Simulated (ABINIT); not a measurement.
**KBeI3 (Pm-3m): zone-centre phonons**

Which modes does KBeI3 (Pm-3m) have at the zone centre?

Calculated with ABINIT 10.8.3; DFT LDA, scalar-relativistic, plane waves, PseudoDojo norm-conserving pseudopotentials.

Most raw output is cut from this account.

The structure was built from a prototype and need not be the compound's stable phase.

### 1. The structure

It takes space group Pm-3m (No. 221, cubic). Conventional cell: a = 5.194 Å, b = 5.194 Å, c = 5.194 Å, α = 90.00°, β = 90.00°, γ = 90.00°. Nearest to K lie 12 I at 3.67 Å. Be has 6 I at 2.60 Å nearest. Nearest to I lie 2 Be at 2.60 Å and 4 K at 3.67 Å. Farther neighbours and most contacts between anions are not listed.

### 2. A first look

A first run with smearing and empty bands tells whether the crystal has a gap, which decides between fixed occupations and smearing later on.

probe.abi

```
# ground state
tolvrs 1.0d-08
prtden 1
prtwf 1

# basis, mesh and filling
ecut 38.0
ngkpt 4 4 4
nshiftk 1
shiftk 0.0 0.0 0.0
istwfk *1
occopt 7
tsmear 0.005
nband 25
nstep 100
diemac 9.0
prtebands 0
prtgsr 0
useylm 1

# cell and atoms
acell 3*1.0 Angstrom
rprim 
    5.194 0.0 0.0
    0.0 5.194 0.0
    0.0 0.0 5.194
ntypat 3
znucl 19 4 53
natom 5
typat 1 2 3 3 3
xred 
    0.0 0.0 0.0
    0.5 0.5 0.5
    0.5 0.5 0.0
    0.5 0.0 0.5
    0.0 0.5 0.5
pp_dirpath "./pseudo"
pseudos "K.upf, Be.upf, I.upf"
```

Launch:

```console
$ OMP_NUM_THREADS=1 mpirun -n 4 abinit probe.abi > probe.log
```

Run time: 24 s. Hardware: 4 MPI ranks of Arm Neoverse V2, shared host; 96 s of CPU time.

Read from the output:

```yaml
volume_per_atom: 28.02 Å³
pressure: 2.970 GPa
gap_on_the_k_mesh: 0 eV
```

No gap opens on this mesh, so smearing is kept; the printed pressure holds the stress of the finite basis too.

### 3. Rough relaxation

The typed start is rough, so a first relaxation with smearing and loose thresholds takes it towards rest cheaply.

prerelax.abi

```
# relaxation
ionmov 2
optcell 2
dilatmx 1.15
chkdilatmx 0
ntime 40
tolmxf 3.0d-04
tolvrs 1.0d-10
prtwf 0
prtden 0
chksymtnons 0

# basis, mesh and filling
ecut 38.0
ecutsm 3.0
ngkpt 4 4 4
nshiftk 1
shiftk 0.0 0.0 0.0
istwfk *1
occopt 7
tsmear 0.005
nband 25
nstep 100
diemac 1000000.0
prtebands 0
prtgsr 0
useylm 1

# cell and atoms
acell 3*1.0 Angstrom
rprim 
    5.194 0.0 0.0
    0.0 5.194 0.0
    0.0 0.0 5.194
ntypat 3
znucl 19 4 53
natom 5
typat 1 2 3 3 3
xred 
    0.0 0.0 0.0
    0.5 0.5 0.5
    0.5 0.5 0.0
    0.5 0.0 0.5
    0.0 0.5 0.5
pp_dirpath "./pseudo"
pseudos "K.upf, Be.upf, I.upf"
```

Launch:

```console
$ OMP_NUM_THREADS=1 mpirun -n 4 abinit prerelax.abi > prerelax.log
```

Run time: 2 min. Hardware: 4 MPI ranks; 8 min of CPU time.

Relaxation path:

| step | energy less that of the first step (eV) | largest force (eV/Å) | volume (Å³) |
| --- | --- | --- | --- |
| 1 | 0.0000 | 0.0000 | 140.12 |
| 2 | -0.0235 | 0.0000 | 141.44 |
| 3 | -0.1049 | 0.0000 | 150.90 |
| 4 | -0.1057 | 0.0000 | 151.93 |

| conventional cell, symmetrised | before | after | change |
| --- | --- | --- | --- |
| a (Å) | 5.194 | 5.336 | +2.7 % |
| b (Å) | 5.194 | 5.336 | +2.7 % |
| c (Å) | 5.194 | 5.336 | +2.7 % |
| volume (Å³/atom) | 28.02 | 30.39 | +8.4 % |

Final coordinates:

```cif
data_structure
_symmetry_space_group_name_H-M 'P 1'
_symmetry_Int_Tables_number 1
_cell_length_a 5.3359
_cell_length_b 5.3359
_cell_length_c 5.3359
_cell_angle_alpha 90.000
_cell_angle_beta 90.000
_cell_angle_gamma 90.000
_cell_volume 151.93
loop_
_atom_site_label
_atom_site_type_symbol
_atom_site_fract_x
_atom_site_fract_y
_atom_site_fract_z
_atom_site_occupancy
K1 K 0.00000 0.00000 0.00000 1
Be2 Be 0.50000 0.50000 0.50000 1
I3 I 0.50000 0.50000 0.00000 1
I4 I 0.50000 0.00000 0.50000 1
I5 I 0.00000 0.50000 0.50000 1
```

Numbers from this step:

```yaml
volume_per_atom: 30.39 Å³
pressure: 0.02255 GPa
```

The volume changes by +8.4 % in this run and stands +8.4 % from the first cell.

### 4. Relaxation

The harmonic expansion needs vanishing forces, and a free crystal bears no stress, so cell and atoms are brought to rest. Stress is more sensitive to the basis than forces are: the last 3 Ha under the cutoff are smoothed with ecutsm, and the cutoff is raised above that of the later runs.

relax.abi

```
# relaxation
ionmov 2
optcell 2
dilatmx 1.08
ntime 40
tolmxf 1.0d-05
tolvrs 1.0d-14
prtwf 0
prtden 0
chksymtnons 0

# basis, mesh and filling
ecut 47.0
ecutsm 3.0
ngkpt 4 4 4
nshiftk 1
shiftk 0.0 0.0 0.0
istwfk *1
occopt 3
tsmear 0.01
nband 25
nstep 100
diemac 1000000.0
prtebands 0
prtgsr 0
useylm 1

# cell and atoms
acell 3*1.0 Angstrom
rprim 
    5.335945382 0.0 0.0
    0.0 5.335945382 0.0
    0.0 0.0 5.335945382
ntypat 3
znucl 19 4 53
natom 5
typat 1 2 3 3 3
xred 
    0.0 0.0 0.0
    0.5 0.5 0.5
    0.5 0.5 0.0
    0.5 0.0 0.5
    0.0 0.5 0.5
pp_dirpath "./pseudo"
pseudos "K.upf, Be.upf, I.upf"
```

Launch:

```console
$ OMP_NUM_THREADS=1 mpirun -n 4 abinit relax.abi > relax.log
```

Run time: 2.8 min. Hardware: 4 MPI ranks; 11 min of CPU time.

Little changed from the start: no atom moved by 0.005 Å and no cell edge by 0.1 %.

Numbers from this step:

| Quantity | Value |
| --- | --- |
| volume per atom | 30.40 Å³ |
| pressure | 1.33e-5 GPa |

The volume changes by +0.1 % in this run and stands +8.5 % from the first cell.

### 5. Self-consistent run for the response

First-order wavefunctions inherit every error of the ground state, hence the very tight tolvrs. Smearing stays on, as the first look found no gap above 0.3 eV.

gs.abi

```
# ground state
tolvrs 1.0d-16
prtden 1
prtwf 1

# basis, mesh and filling
ecut 38.0
ngkpt 4 4 4
nshiftk 1
shiftk 0.0 0.0 0.0
istwfk *1
occopt 3
tsmear 0.01
nband 25
nstep 100
diemac 1000000.0
prtebands 0
prtgsr 0
useylm 1

# cell and atoms
acell 3*1.0 Angstrom
rprim 
    5.336956521 0.0 0.0
    0.0 5.336956521 0.0
    0.0 0.0 5.336956521
ntypat 3
znucl 19 4 53
natom 5
typat 1 2 3 3 3
xred 
    0.0 0.0 0.0
    0.5 0.5 0.5
    0.5 0.5 0.0
    0.5 0.0 0.5
    0.0 0.5 0.5
pp_dirpath "./pseudo"
pseudos "K.upf, Be.upf, I.upf"
```

Launch:

```console
$ OMP_NUM_THREADS=1 mpirun -n 4 abinit gs.abi > gs.log
```

Wall time 39 s (4 MPI ranks).

Read from the output:

```yaml
pressure: -0.08389 GPa
```

The cell stands at -0.084 GPa, close enough for phonons.

### 6. Zone-centre response

At q = 0 one unit cell holds all displacements. The response is solved for single atoms along the cell's directions, and symmetry skips those that follow from others. The crystal is treated as a metal, which screens a static field, so no field response is asked.

dfpt_gamma.abi

```

# common to the responses
getwfk_filepath "gso_WFK"
kptopt 2
nqpt 1
qpt 0.0 0.0 0.0
asr 0
chneut 0

# displacements
rfphon 1
rfatpol 1 5
rfdir 1 1 1
tolvrs 1.0d-10
prtwf 0

# basis, mesh and filling
ecut 38.0
ngkpt 4 4 4
nshiftk 1
shiftk 0.0 0.0 0.0
istwfk *1
occopt 3
tsmear 0.01
nband 25
nstep 100
diemac 1000000.0
prtebands 0
prtgsr 0
useylm 1

# cell and atoms
acell 3*1.0 Angstrom
rprim 
    5.336956521 0.0 0.0
    0.0 5.336956521 0.0
    0.0 0.0 5.336956521
ntypat 3
znucl 19 4 53
natom 5
typat 1 2 3 3 3
xred 
    0.0 0.0 0.0
    0.5 0.5 0.5
    0.5 0.5 0.0
    0.5 0.0 0.5
    0.0 0.5 0.5
pp_dirpath "./pseudo"
pseudos "K.upf, Be.upf, I.upf"
```

Launch:

```console
$ OMP_NUM_THREADS=1 mpirun -n 4 abinit dfpt_gamma.abi > dfpt_gamma.log
```

Run time: 3.9 min. Hardware: 4 MPI ranks; 16 min of CPU time.

Read from the output:

* largest acoustic frequency at the zone centre before the sum rule: 1.53 cm⁻¹
* highest optical zone-centre mode (no LO-TO term): 92.39 cm⁻¹
* lowest optical zone-centre mode: -253.2 cm⁻¹

The acoustic modes at Γ come out as far as 1.5 cm⁻¹ from zero, where they should vanish, a small numerical error. The lowest optical mode is imaginary, 253i cm⁻¹, an instability at this level and on this k mesh.

### 7. Modes with the sum rule

anaddb reads the merged derivatives and imposes the acoustic sum rule.

anaddb.abi

```
ddb_filepath "gamma_DDB"
output_file "anaddb.abo"
outdata_prefix "anaddb"
asr 1
chneut 1
enunit 2
eivec 1
nph1l 1
qph1l 0.0 0.0 0.0 1.0
```

mrgddb.in

```
gamma_DDB
merged
2
dfpt_gammao_DDB
gso_DDB
```

Launch:

```console
$ mrgddb < mrgddb.in > mrgddb.log
$ OMP_NUM_THREADS=1 anaddb anaddb.abi > anaddb.log
```

Elapsed: 0.55 s, on 1 thread.

Read from the output:

```yaml
lowest_optical_zone_centre_mode: -252.7 cm⁻¹
```

No LO-TO term; unit eigenvectors of the mass-weighted matrix, from anaddb's displacements. Modes at Γ, with each element's share of the kinetic energy (negative means imaginary):

| mode | frequency (cm⁻¹) | symmetry | K % | Be % | I % |
| --- | --- | --- | --- | --- | --- |
| 1 | -252.7 | T1u | 0 | 97 | 3 |
| 2 | -252.7 | T1u | 0 | 97 | 3 |
| 3 | -252.7 | T1u | 0 | 97 | 3 |
| 4 | 0.0 | acoustic | 9 | 2 | 89 |
| 5 | 0.0 | acoustic | 9 | 2 | 89 |
| 6 | 0.0 | acoustic | 9 | 2 | 89 |
| 7 | 40.2 | T2u | 0 | 0 | 100 |
| 8 | 40.2 | T2u | 0 | 0 | 100 |
| 9 | 40.2 | T2u | 0 | 0 | 100 |
| 10 | 52.8 | T1u | 90 | 0 | 10 |
| 11 | 52.8 | T1u | 90 | 0 | 10 |
| 12 | 52.8 | T1u | 90 | 0 | 10 |
| 13 | 92.4 | T1u | 1 | 0 | 99 |
| 14 | 92.4 | T1u | 1 | 0 | 99 |
| 15 | 92.4 | T1u | 1 | 0 | 99 |

Displacements in mode 1 (-252.7 cm⁻¹), the largest set to 1:
```
K1   0.00  0.00  0.00
Be2  0.00  0.00  1.00
I3   0.00  0.00 -0.04
I4   0.00  0.00 -0.02
I5   0.00  0.00 -0.02
```

Displacements in mode 7 (40.2 cm⁻¹), the largest set to 1:
```
K1   0.00  0.00  0.00
Be2  0.00  0.00  0.00
I3   0.00  0.00  0.00
I4   0.00  0.00  1.00
I5   0.00  0.00 -1.00
```

The rule also moves an optical mode by 0.6 cm⁻¹.

### 8. Results

| Quantity | Value |
| --- | --- |
| space group after relaxation | Pm-3m |
| volume per atom | 30.4 Å³ |
| highest optical zone-centre mode (no LO-TO term) | 92.4 cm⁻¹ |
| lowest optical zone-centre mode | -252.7 cm⁻¹ |
| imaginary optical modes at the zone centre (no q mesh in this session) | yes |

In words: At the LDA level the optical modes of KBeI3 (Pm-3m) at the zone centre run from 253i to 92 cm⁻¹, so the structure is a saddle point, with 3 modes beyond 10i cm⁻¹ there. These are harmonic frequencies: anharmonic shifts and widths and the lattice's thermal expansion are left out. The Fermi-Dirac smearing of 0.01 Ha is an electronic temperature of 3158 K, which adds a pressure of its own and can shift the volume and soft modes. Spin-orbit coupling is left out, which can matter for the heavy elements here. In a metal the frequencies hang on the k mesh and the smearing, most of all near Kohn anomalies. The structure is a hypothetical one, built on a prototype.

[Host names and launcher messages were left out of these logs when they were recorded.]

[Logs are printed without paths, hosts, clocks, repeated set-up lines and the standing remarks that a program may print on its own settings, such as how far it seeks lower states.]

[Hosts, paths, dates, database ids (printed as entryN), source tags and the programs' standing remarks are cut or masked in the printed files.]
